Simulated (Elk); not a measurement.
# MgI2: optical spectrum from first principles

Aim: the dielectric function of MgI2, and the optical constants that follow from it. The cell comes from an older database entry, whose edges can differ from later determinations, mostly by under a per cent.

Main program and level: Elk 11.2.3 (patched build); DFT, PBE, all-electron APW+lo, Dirac cores, scalar-relativistic bands, independent-particle optical response without local fields.

The database entry behind the starting cell has ideal inner coordinates that were not refined, so it need not match the best structure at room temperature.

## 1. Set-up

It takes space group P-3m1 (No. 164, trigonal). The conventional cell has a = 4.140 Å, b = 4.140 Å, c = 6.880 Å, α = 90.00°, β = 90.00°, γ = 120.00°. I has 3 Mg at 2.94 Å nearest. Mg has 6 I at 2.94 Å nearest. Farther neighbours, and contacts between anions beyond the nearest, are not listed.

## 2. Ground state

First the ground state: is it a metal or has it a gap?

This step: DFT, PBE, all-electron APW+lo, Dirac cores, scalar-relativistic bands, ground state (Elk 11.2.3 (patched build)).

Input file elk.in:

```
tasks
  0
  120

xctype
  20

nempty
  14

lorbcnd
  .true.

rgkmax
  7.0

swidth
  0.0018375

maxscl
  100

epsengy
  1e-05

sppath
  './'

avec
  7.823466155986 0.000000000000 0.000000000000
  -3.911733077993 6.775320436732 0.000000000000
  0.000000000000 0.000000000000 13.001315737425

atoms
  2
  'I.in'
  2
  0.666666666667 0.333333333333 0.750000000000   0.000 0.000 0.000
  0.333333333333 0.666666666667 0.250000000000   0.000 0.000 0.000
  'Mg.in'
  1
  0.000000000000 0.000000000000 0.000000000000   0.000 0.000 0.000

ngridk
  9 9 5
```

Launch:

```bash
$ OMP_NUM_THREADS=4 elk
```

Standard output:

```text
┌─────────────────────────┐
│ Elk code version 11.2.3 │
└─────────────────────────┘

All units are atomic (Hartree, Bohr, etc.)

┌─────────────────────────────────────────────────┐
│ Ground-state run starting from atomic densities │
└─────────────────────────────────────────────────┘

Lattice vectors :
   7.823466156       0.000000000       0.000000000
  -3.911733078       6.775320437       0.000000000
   0.000000000       0.000000000       13.00131574

Reciprocal lattice vectors :
  0.8031204049      0.4636817820      -0.000000000
   0.000000000      0.9273635640       0.000000000
   0.000000000      -0.000000000      0.4832730344

Unit cell volume      :    689.1541143
Brillouin zone volume :   0.3599343141

Muffin-tin inner radius fraction :   0.1000000000E-01

Nuclei treated as point charges

Species : 1 (I)
 parameters loaded from : I.in
 name : iodine
 nuclear charge    :   -53.00000000
 electronic charge :    53.00000000
 atomic mass :    231332.6972
 muffin-tin radius :    2.600000000
 number of radial points in muffin-tin :   1193
 inner part over the whole radius :   0.9964907323E-02
 number on inner part of muffin-tin    :    851
 approximate nuclear radius :   0.9002358621E-04
 number of mesh points to nuclear radius :    431
 atomic positions (lattice), magnetic fields (Cartesian) :
  1 :  -0.33333333  0.33333333 -0.25000000    0.00000000  0.00000000  0.00000000
  2 :   0.33333333 -0.33333333  0.25000000    0.00000000  0.00000000  0.00000000

Species : 2 (Mg)
 parameters loaded from : Mg.in
 name : magnesium
 nuclear charge    :   -12.00000000
 electronic charge :    12.00000000
 atomic mass :    44305.30466
 muffin-tin radius :    2.200000000
 number of radial points in muffin-tin :    793
 inner part over the whole radius :   0.9941530515E-02
 number on inner part of muffin-tin    :    552
 approximate nuclear radius :   0.5710277704E-04
 number of mesh points to nuclear radius :    241
 atomic positions (lattice), magnetic fields (Cartesian) :
  1 :   0.00000000  0.00000000  0.00000000    0.00000000  0.00000000  0.00000000

Total number of atoms per unit cell :    3
Total muffin-tin volume :    191.8465914
 ratio of muffin-tin to unit cell volume :   0.2783798100

Spin treatment :
 spin-unpolarised

Number of Bravais lattice symmetries :   24
Number of crystal symmetries         :   12
Crystal has inversion symmetry
Real symmetric eigensolver will be used

k-point grid :      9     9     5
k-point offset :    0.000000000       0.000000000       0.000000000
k-point set is reduced with full crystal symmetry group
Total number of k-points :       50

Muffin-tin radius times maximum |G+k| :    7.000000000
 using average radius
Maximum |G+k| for APW functions       :    2.837837838
Maximum (1/2)|G+k|²                   :    4.026661797
Maximum |G| for potential and density :    12.00000000
Constant for pseudocharge density :    8
 order of it for each species :   15  15
 order of it for pair densities of each species (exact exchange by exxq0 0: 15) :   11   7
Radial integration step length :    1

G-vector grid sizes :     30    30    50
Number of G-vectors :    20047

Maximum angular momentum used for
 APW functions            :    8
 outer part of muffin-tin :    6
 inner part of muffin-tin :    2

Total nuclear charge    :   -118.0000000
Total core charge       :    74.00000000
Total valence charge    :    44.00000000
Total excess charge     :    0.000000000
Total electronic charge :    118.0000000

Effective Wigner radius, rₛ :    1.117159661

Number of empty states         :     42
Total number of valence states :     65
Total number of core states    :     74

Conduction state local-orbitals added automatically
Third-order local-orbitals added for an l without core states : F
Total number of local-orbitals :    185

Exchange-correlation functional :     20     0     0
 Perdew-Burke-Ernzerhof, Phys. Rev. Lett. 77, 3865 (1996)
 gradient requirement :    1
 generalised gradient approximation (GGA)

Smearing type :    3
 Fermi-Dirac
Smearing width :   0.1837500000E-02
Effective electronic temperature (K) :    580.2366081

Mixing type :    3
 Broyden mixing, J. Phys. A: Math. Gen. 17, L317 (1984)

Kohn-Sham potential initialised from atomic data

┌──────────────────────────────┐
│ Self-consistent loop started │
└──────────────────────────────┘

┌─────────────────┐
│ Loop number : 1 │
└─────────────────┘

Energies :
 Fermi                       :     0.152589E-01
 sum of occupied eigenvalues :     -8796.8537741549
 electron kinetic            :      15291.874457463
 core electron kinetic       :      14847.069418766
 Coulomb                     :     -29351.331801871
 Coulomb potential           :     -23581.212973842
 nuclear-nuclear             :     -1239.9195023987
 electron-nuclear            :     -32658.632004637
 Hartree                     :      4547.2197051648
 Madelung                    :     -17560.725314950
 xc potential                :     -507.51525777592
 exchange                    :     -373.65261191429
 correlation                 :     -6.180983
 electron entropic           :    -0.412841E-11
 total energy                :     -14439.290939675

Density of states at Fermi energy :   0.5420445284E-07
 (states/Hartree/unit cell)

Estimated indirect band gap :   0.1329975663
 from k-point 1 to k-point 37
Estimated direct band gap   :   0.1367785089
 at k-point 1

Charges :
 core                        :    74.00000000
 valence                     :    44.00000000
 interstitial                :    5.709829598
 muffin-tins (core leakage)
  species : 1 (I)
   atom 1                    :    50.96910318     (  0.2016278696E-03)
   atom 2                    :    50.96910318     (  0.2016278696E-03)
  species : 2 (Mg)
   atom 1                    :    10.35196404     ( -0.9828258740E-07)
 total in muffin-tins        :    112.2901704
 total calculated charge     :    117.9995097
 total charge                :    118.0000000
 error                       :   0.4902750221E-03

┌─────────────────┐
│ Loop number : 2 │
└─────────────────┘

Energies :
 Fermi                       :     0.161769E-01
 sum of occupied eigenvalues :     -8796.7427076730
 electron kinetic            :      15286.505206477
 core electron kinetic       :      14843.296243193
 Coulomb                     :     -29351.320296082
 Coulomb potential           :     -23581.204813724
 nuclear-nuclear             :     -1239.9195023987
 electron-nuclear            :     -32658.615434522
 Hartree                     :      4547.2146408382
 Madelung                    :     -17560.717889220
 xc potential                :     -502.04310042550
 exchange                    :     -373.65244976646
 correlation                 :     -6.180993
 electron entropic           :    -0.412877E-11
 total energy                :     -14444.648532679

Density of states at Fermi energy :   0.5420653790E-07
 (states/Hartree/unit cell)

Estimated indirect band gap :   0.1329198548
 from k-point 1 to k-point 37
Estimated direct band gap   :   0.1367390359
 at k-point 1

Charges :
 core                        :    74.00000000
 valence                     :    44.00000000
 interstitial                :    5.709608337
 muffin-tins (core leakage)
  species : 1 (I)
   atom 1                    :    50.96898995     (  0.2016245377E-03)
   atom 2                    :    50.96898995     (  0.2016245377E-03)
  species : 2 (Mg)
   atom 1                    :    10.35241177     ( -0.9828258829E-07)
 total in muffin-tins        :    112.2903917
 total calculated charge     :    117.9995097
 total charge                :    118.0000000
 error                       :   0.4903053205E-03

RMS change in Kohn-Sham potential (target) :   0.4831069786     (  0.1000000000E-05)
Absolute change in total energy (target)   :    5.357593004     (  0.1000000000E-04)

[... 13 loops left out ...]

┌──────────────────┐
│ Loop number : 16 │
└──────────────────┘

Energies :
 Fermi                       :     0.121728
 sum of occupied eigenvalues :     -8784.1148956242
 electron kinetic            :      15291.697180594
 core electron kinetic       :      14846.289968759
 Coulomb                     :     -29350.447123007
 Coulomb potential           :     -23580.210184864
 nuclear-nuclear             :     -1239.9195023987
 electron-nuclear            :     -32657.664745306
 Hartree                     :      4547.1371246982
 Madelung                    :     -17560.342030574
 xc potential                :     -495.60189135366
 exchange                    :     -373.64805456998
 correlation                 :     -6.181588
 electron entropic           :    -0.414115E-11
 total energy                :     -14438.579584785

Density of states at Fermi energy :   0.5420955613E-07
 (states/Hartree/unit cell)

Estimated indirect band gap :   0.1274229077
 from k-point 1 to k-point 37
Estimated direct band gap   :   0.1339840672
 at k-point 1

Charges :
 core                        :    74.00000000
 valence                     :    44.00000000
 interstitial                :    5.665808421
 muffin-tins (core leakage)
  species : 1 (I)
   atom 1                    :    50.97573455     (  0.2008870057E-03)
   atom 2                    :    50.97573455     (  0.2008870057E-03)
  species : 2 (Mg)
   atom 1                    :    10.38272247     ( -0.9828258563E-07)
 total in muffin-tins        :    112.3341916
 total calculated charge     :    117.9995097
 total charge                :    118.0000000
 error                       :   0.4902822260E-03

RMS change in Kohn-Sham potential (target) :   0.1205767416E-07 (  0.1000000000E-05)
Absolute change in total energy (target)   :   0.9780387700E-05 (  0.1000000000E-04)

Convergence targets achieved

┌──────────────────┐
│ Loop number : 17 │
└──────────────────┘

Energies :
 Fermi                       :     0.121728
 sum of occupied eigenvalues :     -8784.1148967612
 electron kinetic            :      15291.697179217
 core electron kinetic       :      14846.289967906
 Coulomb                     :     -29350.447122640
 Coulomb potential           :     -23580.210184664
 nuclear-nuclear             :     -1239.9195023987
 electron-nuclear            :     -32657.664744751
 Hartree                     :      4547.1371245100
 Madelung                    :     -17560.342030308
 xc potential                :     -495.60189131361
 exchange                    :     -373.64805455759
 correlation                 :     -6.181588
 electron entropic           :    -0.414115E-11
 total energy                :     -14438.579585783

Density of states at Fermi energy :   0.5420955853E-07
 (states/Hartree/unit cell)

Estimated indirect band gap :   0.1274229064
 from k-point 1 to k-point 37
Estimated direct band gap   :   0.1339840637
 at k-point 1

Charges :
 core                        :    74.00000000
 valence                     :    44.00000000
 interstitial                :    5.665808424
 muffin-tins (core leakage)
  species : 1 (I)
   atom 1                    :    50.97573455     (  0.2008870072E-03)
   atom 2                    :    50.97573455     (  0.2008870072E-03)
  species : 2 (Mg)
   atom 1                    :    10.38272247     ( -0.9828258740E-07)
 total in muffin-tins        :    112.3341916
 total calculated charge     :    117.9995097
 total charge                :    118.0000000
 error                       :   0.4902822306E-03

┌──────────────────────────────┐
│ Self-consistent loop stopped │
└──────────────────────────────┘

Warning : core states of species 1 leak from the muffin-tin :   0.2008870072E-03

Wrote STATE.OUT
```

The job ended after 21 s (4 threads of Arm Neoverse V2, shared host; peak memory 0.18 GiB).

Read from the output:

* total energy: -14439 Ha
* Fermi energy: 3.312 eV
* DOS at the Fermi level: 1.99e-9 states/eV/cell
* gap on the k-mesh: 3.467 eV
* direct gap on the mesh: 3.646 eV

There is a gap, 3.47 eV on this mesh (points off the mesh can give less), so no carriers' term is needed.

## 3. Independent particles

The spectrum is a sum over vertical transitions between filled and empty bands at the fixed density, so many empty bands are needed.

This step: DFT, PBE, all-electron APW+lo, Dirac cores, scalar-relativistic bands, independent-particle optical response without local fields (Elk 11.2.3 (patched build)).

Edit elk.in of step 2 so:

```diff
@@ -1,4 +1,7 @@
 tasks
-  0
-  120
+  121
+
+optcomp
+  1 1
+  3 3
 
@@ -17,9 +20,7 @@
 swidth
-  0.0018375
+  0.0073499
 
-maxscl
-  100
-
-epsengy
-  1e-05
+wplot
+  400 100 0
+  0.0 0.80849
```

Launch:

```bash
$ OMP_NUM_THREADS=4 elk
```

Standard output:

```text
┌─────────────────────────────────┐
│ Elk code version 11.2.3 started │
└─────────────────────────────────┘

Info(readinput): the functional depends on the density's gradient
 muffin-tin radial points multiplied by    2.00000
 (not where nrmtscf is given)

┌────────────────────┐
│ Current task : 121 │
└────────────────────┘

Info(dielectric):
 dielectric tensor written to EPSILON_ij.OUT
 optical conductivity written to SIGMA_ij.OUT
 for components
  i = 1, j = 1
  i = 3, j = 3

┌──────────────────┐
│ Elk code stopped │
└──────────────────┘
```

It took 2.7 s on 4 threads; peak memory 0.05 GiB; 11 s of CPU time.

Read-outs:

| Property | Result |
| --- | --- |
| electronic dielectric constant ε∞, mean of the axes | 4.943 |
| main peak of Im epsilon, first axis | 6.480 eV |
| centre of weight of the strongest loss peak in the window | 17.07 eV |

Values under the direct gap are tails of Lorentzian lines. Im ε against photon energy; read off at these points:

| photon energy (eV) | E ∥ x | E ∥ z |
| --- | --- | --- |
| 0.00 | 0 | 0 |
| 0.50 | 0.0205 | 0.0192 |
| 1.00 | 0.0431 | 0.0402 |
| 1.50 | 0.0705 | 0.0655 |
| 2.00 | 0.107 | 0.0991 |
| 2.50 | 0.163 | 0.149 |
| 3.00 | 0.264 | 0.239 |
| 3.50 | 0.567 | 0.491 |
| 4.00 | 1.43 | 1.22 |
| 4.50 | 3.60 | 3.33 |
| 5.00 | 6.77 | 4.58 |
| 5.50 | 7.74 | 5.07 |
| 6.00 | 7.33 | 9.84 |
| 6.16 | 7.92 | 10.4 |
| 6.50 | 8.64 | 9.87 |
| 7.00 | 8.29 | 8.71 |
| 7.50 | 7.75 | 8.34 |
| 8.00 | 5.94 | 6.56 |
| 8.50 | 4.05 | 4.02 |
| 9.00 | 3.03 | 2.77 |
| 9.50 | 2.62 | 2.45 |
| 10.00 | 2.29 | 2.03 |
| 10.50 | 1.80 | 1.63 |
| 11.00 | 1.53 | 1.45 |
| 11.50 | 1.31 | 1.40 |
| 12.00 | 1.07 | 1.15 |
| 12.50 | 0.928 | 0.921 |
| 13.00 | 0.854 | 0.890 |
| 13.50 | 0.684 | 0.849 |
| 14.00 | 0.628 | 0.656 |
| 14.50 | 0.531 | 0.586 |
| 15.00 | 0.592 | 0.578 |
| 15.50 | 0.533 | 0.452 |
| 16.00 | 0.451 | 0.424 |
| 16.50 | 0.412 | 0.418 |
| 17.00 | 0.378 | 0.398 |
| 17.50 | 0.355 | 0.319 |
| 18.00 | 0.314 | 0.305 |
| 18.50 | 0.299 | 0.312 |
| 19.00 | 0.275 | 0.269 |
| 19.50 | 0.213 | 0.230 |
| 20.00 | 0.196 | 0.213 |
| 20.50 | 0.185 | 0.188 |
| 21.00 | 0.193 | 0.190 |
| 21.50 | 0.169 | 0.185 |

Re ε against photon energy:

| photon energy (eV) | E ∥ x | E ∥ z |
| --- | --- | --- |
| 0 | 4.98 | 4.87 |
| 1 | 5.08 | 4.97 |
| 2 | 5.44 | 5.30 |
| 3 | 6.27 | 6.07 |
| 4 | 8.33 | 8.09 |
| 5 | 8.10 | 7.26 |
| 6 | 4.50 | 6.99 |
| 7 | 0.976 | 0.337 |
| 8 | -2.49 | -2.92 |
| 9 | -1.92 | -2.17 |
| 10 | -1.54 | -1.39 |
| 11 | -1.17 | -1.03 |
| 12 | -0.822 | -0.779 |
| 13 | -0.538 | -0.416 |
| 14 | -0.260 | -0.345 |
| 15 | -0.0720 | -0.151 |
| 16 | -0.00816 | 0.0129 |
| 17 | 0.126 | 0.107 |
| 18 | 0.176 | 0.225 |
| 19 | 0.245 | 0.238 |
| 20 | 0.341 | 0.339 |
| 21 | 0.417 | 0.415 |

Table of refractive index n and extinction k by photon energy:

| photon energy (eV) | n, E ∥ x | k, E ∥ x | n, E ∥ z | k, E ∥ z |
| --- | --- | --- | --- | --- |
| 0 | 2.23 | 0 | 2.21 | 0 |
| 2 | 2.33 | 0.0230 | 2.30 | 0.0215 |
| 4 | 2.90 | 0.247 | 2.85 | 0.214 |
| 6 | 2.56 | 1.43 | 3.09 | 1.59 |
| 8 | 1.41 | 2.11 | 1.46 | 2.25 |
| 10 | 0.781 | 1.47 | 0.732 | 1.39 |
| 12 | 0.513 | 1.04 | 0.553 | 1.04 |
| 14 | 0.458 | 0.686 | 0.445 | 0.737 |
| 16 | 0.471 | 0.479 | 0.468 | 0.454 |
| 18 | 0.518 | 0.303 | 0.550 | 0.278 |
| 20 | 0.606 | 0.162 | 0.608 | 0.175 |

Values under the direct gap are tails of Lorentzian lines. Table of loss function −Im 1/ε at q → 0 by energy loss; read off at these points:

| energy loss (eV) | E ∥ x | E ∥ z |
| --- | --- | --- |
| 0.00 | 0 | 0 |
| 0.50 | 8.2e-4 | 8.0e-4 |
| 1.00 | 0.00167 | 0.00163 |
| 1.50 | 0.00259 | 0.00252 |
| 2.00 | 0.00362 | 0.00352 |
| 2.50 | 0.00489 | 0.00475 |
| 3.00 | 0.00669 | 0.00648 |
| 3.50 | 0.0111 | 0.0105 |
| 4.00 | 0.0200 | 0.0182 |
| 4.50 | 0.0343 | 0.0432 |
| 5.00 | 0.0607 | 0.0621 |
| 5.50 | 0.0824 | 0.0528 |
| 6.00 | 0.0991 | 0.0675 |
| 6.50 | 0.104 | 0.0942 |
| 7.00 | 0.119 | 0.115 |
| 7.50 | 0.127 | 0.119 |
| 8.00 | 0.143 | 0.127 |
| 8.50 | 0.177 | 0.150 |
| 9.00 | 0.236 | 0.224 |
| 9.50 | 0.288 | 0.269 |
| 10.00 | 0.301 | 0.335 |
| 10.50 | 0.358 | 0.396 |
| 11.00 | 0.411 | 0.460 |
| 11.50 | 0.492 | 0.517 |
| 12.00 | 0.588 | 0.595 |
| 12.50 | 0.738 | 0.735 |
| 13.00 | 0.838 | 0.922 |
| 13.50 | 1.04 | 0.920 |
| 14.00 | 1.36 | 1.19 |
| 14.50 | 1.76 | 1.56 |
| 15.00 | 1.66 | 1.62 |
| 15.50 | 1.85 | 2.13 |
| 16.00 | 2.22 | 2.35 |
| 16.50 | 2.38 | 2.28 |
| 16.78 | 2.52 | 2.34 |
| 17.00 | 2.38 | 2.35 |
| 17.44 | 2.34 | 2.68 |
| 17.50 | 2.32 | 2.66 |
| 18.00 | 2.42 | 2.12 |
| 18.50 | 1.99 | 2.00 |
| 19.00 | 2.03 | 2.08 |
| 19.50 | 1.65 | 1.61 |
| 20.00 | 1.27 | 1.33 |
| 20.50 | 1.01 | 1.08 |
| 21.00 | 0.914 | 0.912 |
| 21.50 | 0.761 | 0.867 |

Reflectivity at normal incidence against photon energy; read off at these points:

| photon energy (eV) | E ∥ x (%) | E ∥ z (%) |
| --- | --- | --- |
| 0.00 | 14.5 | 14.2 |
| 0.50 | 14.6 | 14.3 |
| 1.00 | 14.9 | 14.5 |
| 1.50 | 15.3 | 14.9 |
| 2.00 | 16.0 | 15.6 |
| 2.50 | 17.0 | 16.5 |
| 3.00 | 18.5 | 17.9 |
| 3.50 | 20.8 | 20.0 |
| 4.00 | 24.0 | 23.4 |
| 4.50 | 28.2 | 25.4 |
| 5.00 | 30.8 | 26.0 |
| 5.50 | 31.5 | 28.3 |
| 6.00 | 30.5 | 35.8 |
| 6.50 | 34.7 | 37.7 |
| 7.00 | 36.8 | 39.1 |
| 7.50 | 41.1 | 40.4 |
| 8.00 | 45.2 | 47.4 |
| 8.42 | 46.6 | 51.6 |
| 8.50 | 46.5 | 51.9 |
| 9.00 | 43.0 | 46.7 |
| 9.50 | 39.4 | 43.5 |
| 10.00 | 41.3 | 40.6 |
| 10.50 | 41.4 | 40.6 |
| 11.00 | 40.8 | 38.7 |
| 11.50 | 39.2 | 35.8 |
| 12.00 | 39.2 | 36.7 |
| 12.50 | 36.3 | 36.6 |
| 13.00 | 34.8 | 30.2 |
| 13.50 | 35.1 | 31.9 |
| 14.00 | 29.4 | 32.4 |
| 14.50 | 26.2 | 26.9 |
| 15.00 | 21.8 | 25.7 |
| 15.50 | 22.4 | 25.8 |
| 16.00 | 21.3 | 20.7 |
| 16.50 | 18.5 | 16.7 |
| 17.00 | 15.5 | 16.2 |
| 17.50 | 13.8 | 15.7 |
| 18.00 | 13.5 | 11.3 |
| 18.50 | 10.4 | 10.5 |
| 19.00 | 10.5 | 10.8 |
| 19.50 | 8.84 | 8.41 |
| 20.00 | 6.97 | 7.03 |
| 20.50 | 5.60 | 6.02 |
| 21.00 | 4.87 | 4.91 |
| 21.50 | 4.30 | 4.70 |

Optical constants at common wavelengths, from n + ik = √ε:

| wavelength (nm) | n x | k x | R (%) x | 1/α x | n z | k z | R (%) z | 1/α z |
| --- | --- | --- | --- | --- | --- | --- | --- | --- |
| 1064 | 2.26 | 0.011 | 15.0 | 7.4 µm | 2.24 | 0.011 | 14.6 | 7.9 µm |
| 800 | 2.29 | 0.016 | 15.4 | 4.0 µm | 2.26 | 0.015 | 15.0 | 4.2 µm |
| 532 | 2.38 | 0.030 | 16.6 | 1.4 µm | 2.34 | 0.028 | 16.1 | 1.5 µm |
| 450 | 2.45 | 0.042 | 17.7 | 855 nm | 2.41 | 0.039 | 17.1 | 922 nm |
| 365 | 2.63 | 0.087 | 20.2 | 332 nm | 2.58 | 0.078 | 19.5 | 370 nm |
| 248 | 3.05 | 1.108 | 30.8 | 18 nm | 2.82 | 0.814 | 26.0 | 24 nm |
| 193 | 2.50 | 1.723 | 34.3 | 8.9 nm | 2.61 | 1.914 | 37.5 | 8.0 nm |

Below the direct gap, k and the depth come from the tails of the Lorentzian lines, not from transitions.

Rows near the edge hang on the gap, which this functional as a rule makes too small, and phonon-assisted absorption over an indirect gap is left out.

At 1064 nm the birefringence n(z) − n(x) is -0.025: the crystal is uniaxial negative at this level.

## 4. Outcome

| Property | Result |
| --- | --- |
| electronic dielectric constant ε∞, mean of the axes (independent particles) | 4.94 |
| main peak of Im epsilon, first axis | 6.48 eV |
| centre of weight of the strongest loss peak in the window, first axis | 17.1 eV |

In words: At this level (PBE, independent particles) MgI2 has a mean ε∞ = 4.94 and n = 2.25 at 1550 nm (E ∥ x), and Im ε peaks at 6.5 eV (E ∥ x). On the mesh the gap is 3.47 eV and the least direct gap 3.65 eV, so on this mesh the band edges lie at different points. Im ε has its chief maxima at 5.56 eV (7.8) and 6.48 eV (8.6) for E ∥ x. The static values by axis are 4.98 (x), 4.87 (z). At 1064 nm the birefringence n(z) − n(x) is -0.025: the crystal is uniaxial negative at this level. Excitons and phonon-assisted transitions are missing, and so are local fields; PBE gaps are as a rule too small, which pulls the onset down and ε∞ up. Spin-orbit coupling is left out although heavy atoms are present. Not shown from this task: 1 step that ran out of time.

[Long decimals in the printed logs are rounded to 6 places.]

[Machine, clock and banner lines and Python warnings are left out of the logs.]

[Logs are printed without paths, hosts, clocks, repeated set-up lines and the standing remarks that a program may print on its own settings, such as how far it seeks lower states.]

[Hosts, paths, dates, database ids (printed as entryN), source tags and the programs' standing remarks are cut or masked in the printed files.]

[Where Elk ran, warnings of its patched build on accuracy (core leakage, angular cutoffs, spin-orbit splittings, empty states, lower magnetic states) are left out.]

[Where the starting crystal was built by hand or by swapping elements, it need not be the compound's stable phase.]

[The count of steps not shown may lack steps that the program refused or didn't finish.]
